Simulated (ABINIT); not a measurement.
# BeTlI3 (Pm-3m): zone-centre phonons

Which modes does BeTlI3 (Pm-3m) have at the zone centre?

Program: ABINIT 10.8.3. Level of theory: DFT PBEsol, scalar-relativistic, plane waves, PseudoDojo norm-conserving pseudopotentials. Results are calculated unless marked as measured.

The structure was built from a prototype and need not be the compound's stable phase.

## (1) Starting point

Symmetry: Pm-3m, No. 221, cubic system. The conventional cell has a = 5.194 Å, b = 5.194 Å, c = 5.194 Å, α = 90.00°, β = 90.00°, γ = 90.00°. Nearest to Tl lie 12 I at 3.67 Å. Nearest to Be lie 6 I at 2.60 Å. I has 2 Be at 2.60 Å and 4 Tl at 3.67 Å nearest. Farther neighbours and most contacts between anions are not listed.

## (2) A first look

A first run with smearing and empty bands tells whether the crystal has a gap, which decides between fixed occupations and smearing later on.

probe.abi

```
# ground state
tolvrs 1.0d-08
prtden 1
prtwf 1

# basis, mesh and filling
ecut 38.0
ngkpt 4 4 4
nshiftk 1
shiftk 0.0 0.0 0.0
istwfk *1
occopt 7
tsmear 0.005
nband 27
nstep 100
diemac 9.0
prtebands 0
prtgsr 0
useylm 1

# cell and atoms
acell 3*1.0 Angstrom
rprim 
    5.194 0.0 0.0
    0.0 5.194 0.0
    0.0 0.0 5.194
ntypat 3
znucl 81 4 53
natom 5
typat 1 2 3 3 3
xred 
    0.0 0.0 0.0
    0.5 0.5 0.5
    0.5 0.5 0.0
    0.5 0.0 0.5
    0.0 0.5 0.5
pp_dirpath "./pseudo"
pseudos "Tl.upf, Be.upf, I.upf"
```

Run with:

```bash
$ OMP_NUM_THREADS=1 mpirun -n 4 abinit probe.abi > probe.log
```

Numbers of over 12 decimals in the logs are rounded to 6 here.

probe.abo, the main output file:

```text
[banners, grids, parts of the stress and lines that vanish by symmetry left out]
- input  file    -> probe.abi
- output file    -> probe.abo
- root for input  files -> probei
[...]
Symmetries : space group Pm -3 m (#221); Bravais cP (primitive cubic)
[...]
mpw =       10635          nfft =      216000          nkpt =          10
[...]
== DATASET  1 ==================================================================
[...]
cutoff_energies: {ecut:  38.0, pawecutdg:  -1.0, }
[...]
ETOT  1  -113.01452454435    -1.130E+02 1.658E-01 1.717E+02
 ETOT  2  -113.47766640919    -4.631E-01 6.582E-03 1.744E+01
 ETOT  3  -113.47907982176    -1.413E-03 1.578E-03 1.772E+00
 ETOT  4  -113.47916236191    -8.254E-05 2.787E-03 1.045E-01
 ETOT  5  -113.47917081864    -8.457E-06 9.817E-04 1.409E-03
 ETOT  6  -113.47917090573    -8.710E-08 2.044E-03 3.227E-04
 ETOT  7  -113.47917093421    -2.848E-08 7.602E-04 2.501E-05
 ETOT  8  -113.47917093630    -2.082E-09 1.039E-03 1.609E-07
 ETOT  9  -113.47917093630    -8.285E-12 2.641E-04 5.527E-09
 At SCF step    9       vres2   =  5.53E-09 < tolvrs=  1.00E-08 =>converged.
[...]
sigma(1 1)= -9.43064973E-05  sigma(3 2)=  0.00000000E+00
  sigma(2 2)= -9.43064973E-05  sigma(3 1)=  0.00000000E+00
  sigma(3 3)= -9.43064973E-05  sigma(2 1)=  0.00000000E+00
[...]
convergence: {deltae: -8.285E-12, res2:  5.527E-09, residm:  2.641E-04, diffor: null, }
etotal    :  -1.13479171E+02
[...]
sigma(1 1)= -9.43064973E-05  sigma(3 2)=  0.00000000E+00
  sigma(2 2)= -9.43064973E-05  sigma(3 1)=  0.00000000E+00
  sigma(3 3)= -9.43064973E-05  sigma(2 1)=  0.00000000E+00
[...]
- sigma(1 1)= -2.77459294E+00  sigma(3 2)=  0.00000000E+00
- sigma(2 2)= -2.77459294E+00  sigma(3 1)=  0.00000000E+00
- sigma(3 3)= -2.77459294E+00  sigma(2 1)=  0.00000000E+00
[...]
fcart     -0.0000000000E+00 -0.0000000000E+00 -0.0000000000E+00
           strten     -9.4306497269E-05 -9.4306497269E-05 -9.4306497269E-05
================================================================================

[key lines of the parts left out:]
pressure_GPa:   2.7746E+00
```

Wall time 31 s (4 MPI ranks of Arm Neoverse V2, shared host).

Read from the output:

```
volume per atom   : 28.02 Å³
pressure          : 2.775 GPa
gap on the k-mesh : 0.04925 eV
```

A gap of 0.049 eV on this mesh is too small to trust, so smearing is kept; the printed pressure holds the stress of the finite basis too.

## (3) Rough relaxation

The typed start is rough, so a first relaxation with smearing and loose thresholds takes it towards rest cheaply.

prerelax.abi

```
# relaxation
ionmov 2
optcell 2
dilatmx 1.15
chkdilatmx 0
ntime 40
tolmxf 3.0d-04
tolvrs 1.0d-10
prtwf 0
prtden 0
chksymtnons 0

# basis, mesh and filling
ecut 38.0
ecutsm 3.0
ngkpt 4 4 4
nshiftk 1
shiftk 0.0 0.0 0.0
istwfk *1
occopt 7
tsmear 0.005
nband 27
nstep 100
diemac 9.0
prtebands 0
prtgsr 0
useylm 1

# cell and atoms
acell 3*1.0 Angstrom
rprim 
    5.194 0.0 0.0
    0.0 5.194 0.0
    0.0 0.0 5.194
ntypat 3
znucl 81 4 53
natom 5
typat 1 2 3 3 3
xred 
    0.0 0.0 0.0
    0.5 0.5 0.5
    0.5 0.5 0.0
    0.5 0.0 0.5
    0.0 0.5 0.5
pp_dirpath "./pseudo"
pseudos "Tl.upf, Be.upf, I.upf"
```

Run with:

```bash
$ OMP_NUM_THREADS=1 mpirun -n 4 abinit prerelax.abi > prerelax.log
```

prerelax.abo, the main output file:

```text
[banners, grids, parts of the stress and lines that vanish by symmetry left out]
- input  file    -> prerelax.abi
- output file    -> prerelax.abo
- root for input  files -> prerelaxi
[...]
Symmetries : space group Pm -3 m (#221); Bravais cP (primitive cubic)
[...]
mpw =       16176          nfft =      262144          nkpt =          10
[...]
== DATASET  1 ==================================================================
[...]
cutoff_energies: {ecut:  38.0, pawecutdg:  -1.0, }
[...]
ETOT  1  -113.04193415852    -1.130E+02 2.173E-01 1.556E+02
 ETOT  2  -113.47774440712    -4.358E-01 8.558E-03 1.264E+01
 ETOT  3  -113.47889104368    -1.147E-03 2.194E-03 7.453E-01
 ETOT  4  -113.47892344025    -3.240E-05 2.160E-03 4.698E-02
 ETOT  5  -113.47892626819    -2.828E-06 4.575E-04 1.835E-03
[...]
At SCF step   10       vres2   =  3.04E-11 < tolvrs=  1.00E-10 =>converged.
[...]
ETOT  9  -113.48237121922    -1.918E-12 5.541E-04 1.106E-11
 At SCF step    9       vres2   =  1.11E-11 < tolvrs=  1.00E-10 =>converged.
[...]
sigma(1 1)= -7.09371170E-07  sigma(3 2)=  0.00000000E+00
  sigma(2 2)= -7.09371170E-07  sigma(3 1)=  0.00000000E+00
  sigma(3 3)= -7.09371170E-07  sigma(2 1)=  0.00000000E+00
[...]
convergence: {deltae: -1.918E-12, res2:  1.106E-11, residm:  5.541E-04, diffor: null, }
etotal    :  -1.13482371E+02
[...]
At Broyd/MD step   4, gradients are converged :
[...]
sigma(1 1)= -7.09371170E-07  sigma(3 2)=  0.00000000E+00
  sigma(2 2)= -7.09371170E-07  sigma(3 1)=  0.00000000E+00
  sigma(3 3)= -7.09371170E-07  sigma(2 1)=  0.00000000E+00
[...]
- sigma(1 1)= -2.08704204E-02  sigma(3 2)=  0.00000000E+00
- sigma(2 2)= -2.08704204E-02  sigma(3 1)=  0.00000000E+00
- sigma(3 3)= -2.08704204E-02  sigma(2 1)=  0.00000000E+00
[...]
fcart     -0.0000000000E+00 -0.0000000000E+00 -0.0000000000E+00
           strten     -7.0937117018E-07 -7.0937117017E-07 -7.0937117017E-07
================================================================================

[key lines of the parts left out:]
pressure_GPa:   2.0870E-02
Total energy (etotal) [Ha]= -1.13482371219215E+02
```

The job ended after 2.4 min (4 MPI ranks; 9.7 min of CPU time).

The steps of the relaxation:

| step | energy less that of the first step (eV) | largest force (eV/Å) | volume (Å³) |
| --- | --- | --- | --- |
| 1 | 0.0000 | 0.0000 | 140.12 |
| 2 | -0.0207 | 0.0000 | 141.36 |
| 3 | -0.0930 | 0.0000 | 150.30 |
| 4 | -0.0937 | 0.0000 | 151.25 |

| conventional cell, symmetrised | before | after | change |
| --- | --- | --- | --- |
| a (Å) | 5.194 | 5.328 | +2.6 % |
| b (Å) | 5.194 | 5.328 | +2.6 % |
| c (Å) | 5.194 | 5.328 | +2.6 % |
| volume (Å³/atom) | 28.02 | 30.25 | +7.9 % |

The relaxed structure:

```xyz
5
Lattice="5.3281 0.0000 0.0000 0.0000 5.3281 0.0000 0.0000 0.0000 5.3281" Properties=species:S:1:pos:R:3 pbc="T T T"
Tl    0.0000    0.0000    0.0000
Be    2.6640    2.6640    2.6640
I     2.6640    2.6640    0.0000
I     2.6640    0.0000    2.6640
I     0.0000    2.6640    2.6640
```

Numbers from this step:

```yaml
volume_per_atom: 30.25 Å³
pressure: 0.02087 GPa
gap_on_the_k_mesh: 0 eV
```

The volume changes by +7.9 % in this run and stands +7.9 % from the first cell.

## (4) Relaxation

The harmonic expansion needs vanishing forces, and a free crystal bears no stress, so cell and atoms are brought to rest. Stress is more sensitive to the basis than forces are: the last 3 Ha under the cutoff are smoothed with ecutsm, and the cutoff is raised above that of the later runs.

relax.abi

```
# relaxation
ionmov 2
optcell 2
dilatmx 1.08
ntime 40
tolmxf 1.0d-05
tolvrs 1.0d-14
prtwf 0
prtden 0
chksymtnons 0

# basis, mesh and filling
ecut 47.0
ecutsm 3.0
ngkpt 6 6 6
nshiftk 1
shiftk 0.0 0.0 0.0
istwfk *1
occopt 7
tsmear 0.001
nband 27
nstep 100
diemac 9.0
prtebands 0
prtgsr 0
useylm 1

# cell and atoms
acell 3*1.0 Angstrom
rprim 
    5.328064159 0.0 0.0
    0.0 5.328064159 0.0
    0.0 0.0 5.328064159
ntypat 3
znucl 81 4 53
natom 5
typat 1 2 3 3 3
xred 
    0.0 0.0 0.0
    0.5 0.5 0.5
    0.5 0.5 0.0
    0.5 0.0 0.5
    0.0 0.5 0.5
pp_dirpath "./pseudo"
pseudos "Tl.upf, Be.upf, I.upf"
```

Run with:

```bash
$ OMP_NUM_THREADS=1 mpirun -n 4 abinit relax.abi > relax.log
```

relax.abo, the main output file:

```text
[banners, grids, parts of the stress and lines that vanish by symmetry left out]
- input  file    -> relax.abi
- output file    -> relax.abo
- root for input  files -> relaxi
[...]
Symmetries : space group Pm -3 m (#221); Bravais cP (primitive cubic)
[...]
mpw =       19882          nfft =      373248          nkpt =          20
[...]
== DATASET  1 ==================================================================
[...]
cutoff_energies: {ecut:  47.0, pawecutdg:  -1.0, }
[...]
ETOT  1  -112.91441895278    -1.129E+02 3.854E-01 4.799E+02
 ETOT  2  -113.47918979460    -5.648E-01 1.336E-02 8.880E+01
 ETOT  3  -113.48267633075    -3.487E-03 4.068E-03 7.854E+00
 ETOT  4  -113.48287531390    -1.990E-04 1.455E-03 1.161E+00
 ETOT  5  -113.48291058804    -3.527E-05 9.047E-04 2.117E-02
[...]
At SCF step   13       vres2   =  1.73E-15 < tolvrs=  1.00E-14 =>converged.
[...]
sigma(1 1)=  1.19354386E-06  sigma(3 2)=  0.00000000E+00
  sigma(2 2)=  1.19354386E-06  sigma(3 1)=  0.00000000E+00
  sigma(3 3)=  1.19354386E-06  sigma(2 1)=  0.00000000E+00
[...]
convergence: {deltae: -7.390E-12, res2:  1.728E-15, residm:  1.156E-04, diffor: null, }
etotal    :  -1.13482912E+02
[...]
ETOT  1  -113.48291154502    -1.135E+02 2.141E-04 2.943E-03
[...]
At SCF step    9       vres2   =  4.49E-15 < tolvrs=  1.00E-14 =>converged.
[...]
sigma(1 1)=  1.08016392E-06  sigma(3 2)=  0.00000000E+00
  sigma(2 2)=  1.08016392E-06  sigma(3 1)=  0.00000000E+00
  sigma(3 3)=  1.08016392E-06  sigma(2 1)=  0.00000000E+00
[...]
convergence: {deltae:  3.823E-12, res2:  4.494E-15, residm:  2.071E-05, diffor: null, }
etotal    :  -1.13482912E+02
[...]
ETOT  1  -113.48290051460    -1.135E+02 1.984E-03 2.665E-01
[...]
ETOT  9  -113.48291223804    -3.539E-12 2.066E-06 3.947E-13
 ETOT 10  -113.48291223804     9.038E-12 3.857E-06 4.117E-15
 At SCF step   10       vres2   =  4.12E-15 < tolvrs=  1.00E-14 =>converged.
[...]
sigma(1 1)= -1.79170549E-09  sigma(3 2)=  0.00000000E+00
  sigma(2 2)= -1.79170549E-09  sigma(3 1)=  0.00000000E+00
  sigma(3 3)= -1.79170550E-09  sigma(2 1)=  0.00000000E+00
[...]
convergence: {deltae:  9.038E-12, res2:  4.117E-15, residm:  3.857E-06, diffor: null, }
etotal    :  -1.13482912E+02
[...]
At Broyd/MD step   3, gradients are converged :
[...]
sigma(1 1)= -1.79170549E-09  sigma(3 2)=  0.00000000E+00
  sigma(2 2)= -1.79170549E-09  sigma(3 1)=  0.00000000E+00
  sigma(3 3)= -1.79170550E-09  sigma(2 1)=  0.00000000E+00
[...]
- sigma(1 1)= -5.27137956E-05  sigma(3 2)=  0.00000000E+00
- sigma(2 2)= -5.27137956E-05  sigma(3 1)=  0.00000000E+00
- sigma(3 3)= -5.27137958E-05  sigma(2 1)=  0.00000000E+00
[...]
fcart     -0.0000000000E+00 -0.0000000000E+00 -0.0000000000E+00
           strten     -1.7917054936E-09 -1.7917054945E-09 -1.7917055005E-09
================================================================================

[key lines of the parts left out:]
pressure_GPa:   5.2714E-05
Total energy (etotal) [Ha]= -1.13482912238035E+02
```

The job ended after 5.1 min (4 MPI ranks; 20 min of CPU time).

Little changed from the start: no atom moved by 0.005 Å and no cell edge by 0.1 %.

Read from the output:

| Quantity | Value |
| --- | --- |
| volume per atom | 30.22 Å³ |
| pressure | 5.27e-5 GPa |

The volume changes by -0.1 % in this run and stands +7.8 % from the first cell.

## (5) Self-consistent run for the response

First-order wavefunctions inherit every error of the ground state, hence the very tight tolvrs. Smearing stays on, as the first look found no gap above 0.3 eV.

gs.abi

```
# ground state
tolvrs 1.0d-16
prtden 1
prtwf 1

# basis, mesh and filling
ecut 38.0
ngkpt 6 6 6
nshiftk 1
shiftk 0.0 0.0 0.0
istwfk *1
occopt 7
tsmear 0.001
nband 27
nstep 100
diemac 9.0
prtebands 0
prtgsr 0
useylm 1

# cell and atoms
acell 3*1.0 Angstrom
rprim 
    5.326057903 0.0 0.0
    0.0 5.326057903 0.0
    0.0 0.0 5.326057903
ntypat 3
znucl 81 4 53
natom 5
typat 1 2 3 3 3
xred 
    0.0 0.0 0.0
    0.5 0.5 0.5
    0.5 0.5 0.0
    0.5 0.0 0.5
    0.0 0.5 0.5
pp_dirpath "./pseudo"
pseudos "Tl.upf, Be.upf, I.upf"
```

Run with:

```bash
$ OMP_NUM_THREADS=1 mpirun -n 4 abinit gs.abi > gs.log
```

gs.abo, the main output file:

```text
[banners, grids, parts of the stress and lines that vanish by symmetry left out]
- input  file    -> gs.abi
- output file    -> gs.abo
- root for input  files -> gsi
[...]
Symmetries : space group Pm -3 m (#221); Bravais cP (primitive cubic)
[...]
mpw =       11536          nfft =      216000          nkpt =          20
[...]
== DATASET  1 ==================================================================
[...]
cutoff_energies: {ecut:  38.0, pawecutdg:  -1.0, }
[...]
ETOT  1  -112.98777456828    -1.130E+02 2.018E-01 1.640E+02
 ETOT  2  -113.48034530904    -4.926E-01 9.246E-03 1.913E+01
 ETOT  3  -113.48254973365    -2.204E-03 2.016E-03 1.406E+00
 ETOT  4  -113.48262770942    -7.798E-05 2.903E-03 9.870E-02
 ETOT  5  -113.48263558413    -7.875E-06 1.119E-03 3.064E-03
[...]
ETOT 12  -113.48263605109     1.309E-11 6.318E-05 8.011E-15
 ETOT 13  -113.48263605109     3.268E-13 7.458E-05 9.344E-17
 At SCF step   13       vres2   =  9.34E-17 < tolvrs=  1.00E-16 =>converged.
[...]
sigma(1 1)=  2.92526385E-06  sigma(3 2)=  0.00000000E+00
  sigma(2 2)=  2.92526385E-06  sigma(3 1)=  0.00000000E+00
  sigma(3 3)=  2.92526385E-06  sigma(2 1)=  0.00000000E+00
[...]
convergence: {deltae:  3.268E-13, res2:  9.344E-17, residm:  7.458E-05, diffor: null, }
etotal    :  -1.13482636E+02
[...]
sigma(1 1)=  2.92526385E-06  sigma(3 2)=  0.00000000E+00
  sigma(2 2)=  2.92526385E-06  sigma(3 1)=  0.00000000E+00
  sigma(3 3)=  2.92526385E-06  sigma(2 1)=  0.00000000E+00
[...]
- sigma(1 1)=  8.60642339E-02  sigma(3 2)=  0.00000000E+00
- sigma(2 2)=  8.60642339E-02  sigma(3 1)=  0.00000000E+00
- sigma(3 3)=  8.60642339E-02  sigma(2 1)=  0.00000000E+00
[...]
fcart     -0.0000000000E+00 -0.0000000000E+00 -0.0000000000E+00
           strten      2.9252638534E-06  2.9252638534E-06  2.9252638534E-06
================================================================================

[key lines of the parts left out:]
pressure_GPa:  -8.6064E-02
```

Wall time 67 s (4 MPI ranks); 4.5 min of CPU time.

Numbers from this step:

```yaml
pressure: -0.08606 GPa
```

The cell stands at -0.086 GPa, close enough for phonons.

(Continued in part 2 of 3.)

[Host names and launcher messages were left out of these logs when they were recorded.]

[Logs are printed without paths, hosts, clocks, repeated set-up lines and the standing remarks that a program may print on its own settings, such as how far it seeks lower states.]

[Hosts, paths, dates, database ids (printed as entryN), source tags and the programs' standing remarks are cut or masked in the printed files.]
